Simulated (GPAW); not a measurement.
# BiB (honeycomb monolayer): G0W0 on several meshes in GPAW

How does the mesh move the gap of BiB (honeycomb monolayer)?

Main program and level: GPAW 26.7.0; PBE and many-body steps on it, plane waves.

## 1. The structure

The cell holds 2 atoms: 1 B and 1 Bi. Cell: a = 3.870 Å, b = 3.870 Å, c = 11.400 Å, α = 90.0°, β = 90.0°, γ = 120.0°. Vacuum lies along c.

As a file:

```cif
data_structure
_symmetry_space_group_name_H-M 'P 1'
_symmetry_Int_Tables_number 1
_cell_length_a 3.8701
_cell_length_b 3.8701
_cell_length_c 11.4000
_cell_angle_alpha 90.000
_cell_angle_beta 90.000
_cell_angle_gamma 120.000
_cell_volume 147.87
loop_
_atom_site_label
_atom_site_type_symbol
_atom_site_fract_x
_atom_site_fract_y
_atom_site_fract_z
_atom_site_occupancy
B1 B 0.33333 0.66667 0.47906 1
Bi2 Bi 0.66667 0.33333 0.52093 1
```

The structure was relaxed with PBE. The runs that relaxed it are not among those shown. Spin-orbit coupling is left out unless a step names it.

## 2. Empty states on the mesh, 6×6×1 mesh, 250 bands

This step: GPAW 26.7.0; DFT, PBE, plane waves, PAW.

The sums over transitions need many empty states on a uniform mesh; this step solves for them.

The input, run.py:

```python
import json
import numpy as np
from gpaw.mpi import world
from gpaw import GPAW

calc = GPAW('gs.gpw').fixed_density(kpts={'size': (6, 6, 1), 'gamma': True},
    nbands=291,
    convergence={'bands': 250},
    txt='nscf.txt')
calc.write('full.gpw', mode='all')
res = {}
kpts = calc.get_ibz_k_points()
res['kpts'] = kpts
res['eigenvalues'] = [calc.get_eigenvalues(kpt=k) for k in range(len(kpts))]
res['n_electrons'] = calc.get_number_of_electrons()

if world.rank == 0:
    with open('result.json', 'w') as f:
        json.dump(res, f, default=lambda x: x.tolist())
```

Run with:

```console
> mpirun -n 4 gpaw python run.py
```

Numbers of over 12 decimals in the logs are rounded to 6 here.

Output:

```text
Diagonalizing LCAO Hamiltonian
Converting LCAO to pw mode
convergence criteria:
- Maximum integral of absolute [eigenst]ate change: 4e-08 eV^2 / valence electron
maximum number of iterations: 100

SCF iterations
|iter     |     time |      energy | eigst |  dens |
|iter:   1|  |             | +4.78 |       |
|iter:   2|  |             | +3.59 |       |
|iter:   3|  |             | +2.51 |       |
[...]
|iter:  15|  |             | -7.07 |       |
|iter:  16|  |             | -7.34 |       |
|iter:  17|  |             | -7.65c|       |
SCF steps: 17
  __  _  _
 | _ |_)|_||  |
 |__||  | ||/\| - 26.7.0

Input parameters:
  mode=PW(ecut=600.0),
  convergence={'bands': 250},
  gpts=array([24, 24, 70]),
  kpts=MonkhorstPack(size=(6, 6, 1), gamma=True),
  maxiter=100,
  nbands=291,
  occupations=Occupations(name='fermi-dirac', width=0.001, fixmagmom=False),
  parallel={},
  xc=XC(name='PBE')
# Writing to full.gpw (mode='all')
  [... matrices ...]

timing:  # [seconds]
  Total: 0.080  # ━━━━━━━━━━━━━━━━━━━━━━━━━━━━━━━━━━━━━━━━━━━━━━━━━━━━━━━━━━━
```

It took 2.4 min on 4 MPI ranks of Arm Neoverse V1, shared host; peak memory 1.3 GiB; 9.7 min of CPU time.

This step gave:

```yaml
gap: 0.4888 eV
k_of_the_valence_top: 0.3333, 0.3333, 0
k_of_the_conduction_bottom: 0.3333, 0.3333, 0
least_direct_gap: 0.4888 eV
k_points_computed: 7
lowest_point_of_the_top_converged_band_above_the_valence_top: 78.9878 eV
```

On this mesh the gap is 0.489 eV.

## 3. 6×6×1

G0W0 replaces the xc potential by the self-energy, built once from these orbitals. Only a window of levels is corrected, while the sums run over the empty bands that the input names.

This step: G0W0 on PBE, plane waves, PAW.

The input, run.py:

```python
import json
import numpy as np
from gpaw.mpi import world
from gpaw.response.g0w0 import G0W0

gw = G0W0('full.gpw',
    filename='gw',
    kpts=[0, 4],
    bands=(7, 11),
    ecut=24,
    nbands=39,
    truncation='2D',
    integrate_gamma='sphere',
    q0_correction=True,
    frequencies={'type': 'nonlinear', 'domega0': 0.15, 'omega2': 15.0},
    eta=0.1,
    nblocksmax=True)
gw.calculate()
res = {mode: {k: v for k, v in r.items() if k != 'sigma_eskwn'}
       for mode, r in gw.all_results.items()}

if world.rank == 0:
    with open('result.json', 'w') as f:
        json.dump(res, f, default=lambda x: x.tolist())
```

Run with:

```console
> mpirun -n 4 gpaw python run.py
```

Output:

```text
Using integrator: PointIntegrator
NonLinearFrequencyDescriptor(from 0.000 to 45.173 eV, 135 points)
Nonperiodic BCs:  [False False  True]
Using integrator: PointIntegrator
NonLinearFrequencyDescriptor(from 0.000 to 45.173 eV, 135 points)
Nonperiodic BCs:  [False False  True]
Applying analytical 2D correction to W:
    Evaluating Gamma point contribution to W on a 19x19x1 grid
  ___  _ _ _
 |   || | | |
 | | || | | |
 |__ ||_____|
 |___|

BZ k-points: Symmetries present (total): 6

  [... matrices ...]
36 k-points: 6 x 6 x 1 Monkhorst-Pack grid + [1/12,1/12,0.000000]
7 k-points in the irreducible part of the Brillouin zone
       k-points in crystal coordinates                weights
   0:     0.00000000    0.00000000    0.00000000          1/36
   1:     0.16666667    0.00000000    0.00000000          6/36
   2:     0.33333333   -0.16666667    0.00000000          6/36
   3:     0.33333333    0.00000000    0.00000000          6/36
   4:     0.33333333    0.33333333    0.00000000          2/36
   5:     0.50000000    0.33333333    0.00000000         12/36
   6:     0.50000000    0.50000000    0.00000000          3/36

Distributing spins, k-points and bands (1 x 2 x 4) over 1 process
Number of blocks: 4

Quasi particle states:
k-points (IBZ indices): [0, 4]
Band range: (7, 11)
  [... matrices ...]
Computational parameters:
Plane wave cut-off: 24 eV
Number of bands: 39
Coulomb cutoff: 2D
Broadening: 0.1 eV

fxc modes: GW
Kernel: RPA
Using full-frequency real axis integration
Summing all q:

Calculating screened Coulomb potential
2D Coulomb truncation
NonLinearFrequencyDescriptor(from 0.000 to 45.173 eV, 135 points)
Removing empty qpoint cache files...

Calculating chi0 body with:
    Ground state adapter containing:
    Number of spins: 1
    Number of kpoints: 36
    Number of irreducible kpoints: 7
    Number of completely occupied states: 9
    Number of partially occupied states: 9
    Occupied states memory: 5.537109375 M / cpu

    Linear response parametrization:
    q_c: [1.3877787807814457e-17, 1.3877787807814457e-17, 0.0]
    Number of frequency points: 135
    Planewave cutoff: 24.0
    Number of bands: 39
    Number of planewaves: 51
    Broadening (eta): 0.1
    comm.size: 4
    kncomm.size: 1
    blockcomm.size: 4

    Memory estimate of potentially large arrays:
        chi0_wGG: 1.339474 M / cpu
Integrating chi0 body.

Symmetries of q_c:
    Direct symmetries (Uq -> q): 6
    Indirect symmetries (TUq -> q): 6
In total 12 allowed symmetries.

  [... matrices ...]
7 groups of equivalent kpoints. 80.555556% reduction.

Integral kind: spectral function
Integrating chi0 head and wings.

Symmetries of q_c:
    Direct symmetries (Uq -> q): 6
    Indirect symmetries (TUq -> q): 6
In total 12 allowed symmetries.

  [... matrices ...]
7 groups of equivalent kpoints. 80.555556% reduction.

Integral kind: spectral function wings

Calculating chi0 body with:
    Ground state adapter containing:
    Number of spins: 1
    Number of kpoints: 36
    Number of irreducible kpoints: 7
    Number of completely occupied states: 9
    Number of partially occupied states: 9
[... the further q-points ...]

Results:
f:      Occupation numbers
eps:     KS-eigenvalues [eV]
vxc:     KS vxc [eV]
exx:     Exact exchange [eV]
sigma:   Self-energies [eV]
dsigma:  Self-energy derivatives
Z:       Renormalization factors
qp:      QP-energies [eV]

k-point 0 (0): (0.000, 0.000, 0.000)                GW
band       f     eps     vxc     exx   sigma  dsigma       Z      qp
                                                                   GW
   7   1.000  -1.921 -14.379 -15.678   1.863  -0.541   0.649  -1.555
   8   1.000  -1.920 -14.379 -15.678   1.863  -0.541   0.649  -1.555
   9   0.000  -0.525 -15.079 -11.001  -2.323  -0.586   0.631   0.581
  10   0.000   1.294  -5.920  -2.895  -2.694  -0.564   0.639   1.506

k-point 1 (4): (0.333, 0.333, 0.000)                GW
band       f     eps     vxc     exx   sigma  dsigma       Z      qp
                                                                   GW
   7   1.000  -5.735 -12.041 -15.167   3.275  -0.841   0.543  -5.654
   8   1.000  -1.442 -11.930 -12.597   0.957  -0.550   0.645  -1.255
   9   0.000  -0.953 -10.719  -7.513  -2.133  -0.644   0.608  -0.301
  10   0.000   3.555 -13.325  -7.403  -3.848  -0.458   0.686   4.978
```

Run time: 27 s. Hardware: 4 MPI ranks; peak memory 1.7 GiB; 1.8 min of CPU time.

Numbers from this step:

| Property | Result |
| --- | --- |
| G0W0 gap on the points computed | 0.9542 eV |
| least direct G0W0 gap on the computed points | 0.9542 eV |
| Z at the valence top | 0.6450 |
| Z at the conduction bottom | 0.6085 |
| starting gap on the mesh | 0.4888 eV |
| k of the valence top | 0.3333, 0.3333, 0 |
| k of the conduction bottom | 0.3333, 0.3333, 0 |

The gap on the mesh goes from 0.49 eV to 0.95 eV, a correction of +0.47 eV.

## 4. Empty states on the mesh, 9×9×1 mesh, 49 bands

This step: DFT, PBE, plane waves, PAW.

The input, run.py:

```python
import json
import numpy as np
from gpaw.mpi import world
from gpaw import GPAW

calc = GPAW('gs.gpw').fixed_density(kpts={'size': (9, 9, 1), 'gamma': True},
    nbands=57,
    convergence={'bands': 49},
    txt='nscf.txt')
calc.write('full.gpw', mode='all')
res = {}
kpts = calc.get_ibz_k_points()
res['kpts'] = kpts
res['eigenvalues'] = [calc.get_eigenvalues(kpt=k) for k in range(len(kpts))]
res['n_electrons'] = calc.get_number_of_electrons()

if world.rank == 0:
    with open('result.json', 'w') as f:
        json.dump(res, f, default=lambda x: x.tolist())
```

Run with:

```console
> mpirun -n 4 gpaw python run.py
```

Output:

```text
Diagonalizing LCAO Hamiltonian
Converting LCAO to pw mode
convergence criteria:
- Maximum integral of absolute [eigenst]ate change: 4e-08 eV^2 / valence electron
maximum number of iterations: 100

SCF iterations
|iter     |     time |      energy | eigst |  dens |
|iter:   1|  |             | +3.86 |       |
|iter:   2|  |             | +2.36 |       |
|iter:   3|  |             | +1.25 |       |
[...]
|iter:  10|  |             | -6.32 |       |
|iter:  11|  |             | -7.09 |       |
|iter:  12|  |             | -7.47c|       |
SCF steps: 12
  __  _  _
 | _ |_)|_||  |
 |__||  | ||/\| - 26.7.0

Input parameters:
  mode=PW(ecut=600.0),
  convergence={'bands': 49},
  gpts=array([24, 24, 70]),
  kpts=MonkhorstPack(size=(9, 9, 1), gamma=True),
  maxiter=100,
  nbands=57,
  occupations=Occupations(name='fermi-dirac', width=0.001, fixmagmom=False),
  parallel={},
  xc=XC(name='PBE')
# Writing to full.gpw (mode='all')
  [... matrices ...]

timing:  # [seconds]
  Total: 0.050  # ━━━━━━━━━━━━━━━━━━━━━━━━━━━━━━━━━━━━━━━━━━━━━━━━━━━━━━━━━━━
```

Run time: 21 s. Hardware: 4 MPI ranks; peak memory 0.93 GiB; 83 s of CPU time.

This step gave:

```
gap                                                           : 0.4888 eV
k of the valence top                                          : 0.3333, 0.3333, 0
k of the conduction bottom                                    : 0.3333, 0.3333, 0
least direct gap                                              : 0.4888 eV
k points computed                                             : 12
lowest point of the top converged band, above the valence top : 22.49 eV
```

On this mesh the gap is 0.489 eV.

## 5. 9×9×1

This step: G0W0 on PBE, plane waves, PAW.

The input, run.py:

```python
import json
import numpy as np
from gpaw.mpi import world
from gpaw.response.g0w0 import G0W0

gw = G0W0('full.gpw',
    filename='gw',
    kpts=[0, 6],
    bands=(7, 11),
    ecut=24,
    nbands=39,
    truncation='2D',
    integrate_gamma='sphere',
    q0_correction=True,
    frequencies={'type': 'nonlinear', 'domega0': 0.15, 'omega2': 15.0},
    eta=0.1,
    nblocksmax=True)
gw.calculate()
res = {mode: {k: v for k, v in r.items() if k != 'sigma_eskwn'}
       for mode, r in gw.all_results.items()}

if world.rank == 0:
    with open('result.json', 'w') as f:
        json.dump(res, f, default=lambda x: x.tolist())
```

Run with:

```console
> mpirun -n 4 gpaw python run.py
```

Output:

```text
Using integrator: PointIntegrator
NonLinearFrequencyDescriptor(from 0.000 to 45.173 eV, 135 points)
Nonperiodic BCs:  [False False  True]
Using integrator: PointIntegrator
NonLinearFrequencyDescriptor(from 0.000 to 45.173 eV, 135 points)
Nonperiodic BCs:  [False False  True]
Applying analytical 2D correction to W:
    Evaluating Gamma point contribution to W on a 13x13x1 grid
  ___  _ _ _
 |   || | | |
 | | || | | |
 |__ ||_____|
 |___|

BZ k-points: Symmetries present (total): 6

  [... matrices ...]
81 k-points: 9 x 9 x 1 Monkhorst-Pack grid
12 k-points in the irreducible part of the Brillouin zone
       k-points in crystal coordinates                weights
   0:     0.00000000    0.00000000    0.00000000          1/81
   1:     0.11111111    0.00000000    0.00000000          6/81
   2:     0.22222222   -0.11111111    0.00000000          6/81
[...]
9:     0.44444444    0.00000000    0.00000000          6/81
          ...
  11:     0.44444444    0.44444444    0.00000000          6/81

Distributing spins, k-points and bands (1 x 2 x 4) over 1 process
Number of blocks: 4

Quasi particle states:
k-points (IBZ indices): [0, 6]
Band range: (7, 11)
  [... matrices ...]
Computational parameters:
Plane wave cut-off: 24 eV
Number of bands: 39
Coulomb cutoff: 2D
Broadening: 0.1 eV

fxc modes: GW
Kernel: RPA
Using full-frequency real axis integration
Summing all q:

Calculating screened Coulomb potential
2D Coulomb truncation
NonLinearFrequencyDescriptor(from 0.000 to 45.173 eV, 135 points)
Removing empty qpoint cache files...

Calculating chi0 body with:
    Ground state adapter containing:
    Number of spins: 1
    Number of kpoints: 81
    Number of irreducible kpoints: 12
    Number of completely occupied states: 9
[...]
q_c: [0.0, 0.0, 0.0]
    Number of frequency points: 135
    Planewave cutoff: 24.0
    Number of bands: 39
    Number of planewaves: 51
    Broadening (eta): 0.1
    comm.size: 4
    kncomm.size: 1
    blockcomm.size: 4

    Memory estimate of potentially large arrays:
        chi0_wGG: 1.339474 M / cpu
Integrating chi0 body.

Symmetries of q_c:
    Direct symmetries (Uq -> q): 6
    Indirect symmetries (TUq -> q): 6
In total 12 allowed symmetries.

  [... matrices ...]
12 groups of equivalent kpoints. 85.185185% reduction.

Integral kind: spectral function
Integrating chi0 head and wings.

Symmetries of q_c:
    Direct symmetries (Uq -> q): 6
    Indirect symmetries (TUq -> q): 6
In total 12 allowed symmetries.

  [... matrices ...]
12 groups of equivalent kpoints. 85.185185% reduction.

Integral kind: spectral function wings

Calculating chi0 body with:
    Ground state adapter containing:
    Number of spins: 1
    Number of kpoints: 81
    Number of irreducible kpoints: 12
    Number of completely occupied states: 9
    Number of partially occupied states: 9
    Occupied states memory: 5.537109375 M / cpu

[... the further q-points ...]

Results:
f:      Occupation numbers
eps:     KS-eigenvalues [eV]
vxc:     KS vxc [eV]
exx:     Exact exchange [eV]
sigma:   Self-energies [eV]
dsigma:  Self-energy derivatives
Z:       Renormalization factors
qp:      QP-energies [eV]

k-point 0 (0): (0.000, 0.000, 0.000)                GW
band       f     eps     vxc     exx   sigma  dsigma       Z      qp
                                                                   GW
   7   1.000  -1.921 -14.379 -15.570   1.749  -0.495   0.669  -1.548
   8   1.000  -1.920 -14.379 -15.570   1.749  -0.495   0.669  -1.548
   9   0.000  -0.525 -15.079 -11.175  -2.147  -0.544   0.648   0.613
[...]
k-point 1 (6): (0.333, 0.333, 0.000)                GW
band       f     eps     vxc     exx   sigma  dsigma       Z      qp
                                                                   GW
[...]
9   0.000  -0.953 -10.719  -7.722  -1.911  -0.619   0.618  -0.282
  10   0.000   3.555 -13.325  -7.398  -3.864  -0.705   0.587   4.766
```

Wall time 63 s (4 MPI ranks); peak memory 2 GiB; 4.2 min of CPU time.

Numbers from this step:

| Quantity | Value |
| --- | --- |
| G0W0 gap on the points computed | 0.9728 eV |
| least direct G0W0 gap on the computed points | 0.9728 eV |
| Z at the valence top | 0.6587 |
| Z at the conduction bottom | 0.6176 |
| starting gap on the mesh | 0.4888 eV |
| k of the valence top | 0.3333, 0.3333, 0 |
| k of the conduction bottom | 0.3333, 0.3333, 0 |

Against G0W0 in GPAW (6×6×1 mesh, 39 bands, screening to 24 eV, full frequency, Hilbert transform), the gap moves by +0.019 eV.

## 6. The runs together

Times are wall times on 4 MPI ranks of Arm Neoverse V1, shared host, good to a factor of about two.

```tsv
run	mesh	bands	screening cutoff (eV)	DFT gap (eV)	gap on the mesh (eV)	direct (eV)	time
6×6×1	6×6×1	39	24	0.489	0.954	0.954	27 s
9×9×1	9×9×1	39	24	0.489	0.973	0.973	63 s
```

## 7. Summary of results

```yaml
6x6x1: 0.954 eV
9x9x1: 0.973 eV
known_limits: not at the basis limit; model gap, bands may invert with spin-orbit coupling; no spin-orbit coupling
```

In words: 9×9×1: +0.019 eV against 6×6×1. Bands and cutoff are finite, so the gap is not at the basis limit. The miss can reach some tenths of an eV and take either sign; the mesh is an error of its own. These stock PAW sets were not made for GW. In the G0W0 runs levels were corrected at 2 k points alone, so a gap called «on the mesh» is the least over those, and an edge elsewhere would be missed. Mesh or cutoff lie under what a gap needs, so these runs test behaviour and cost; their gaps are not to be quoted. Where an edge is built on 6p states of lead, bismuth or thallium, scalar-relativistic gaps usually stand too wide, by a few tenths to over one eV. With atoms this heavy and so narrow a gap, spin-orbit coupling can invert the bands. These scalar-relativistic gaps are then model values, not to be set against experiment, and a spin-orbit change taken from DFT can't simply be added.

[Paths, hosts, dates, memory and timing lines, banners, echoed tables and standing remarks are left out of the program output.]

[Logs are printed without paths, hosts, clocks, repeated set-up lines and the standing remarks that a program may print on its own settings, such as how far it seeks lower states.]

[Runs of the session that timed out or met a known fault of the program may be left out.]

[Hosts, paths, dates, database ids (printed as entryN), source tags and the programs' standing remarks are cut or masked in the printed files.]
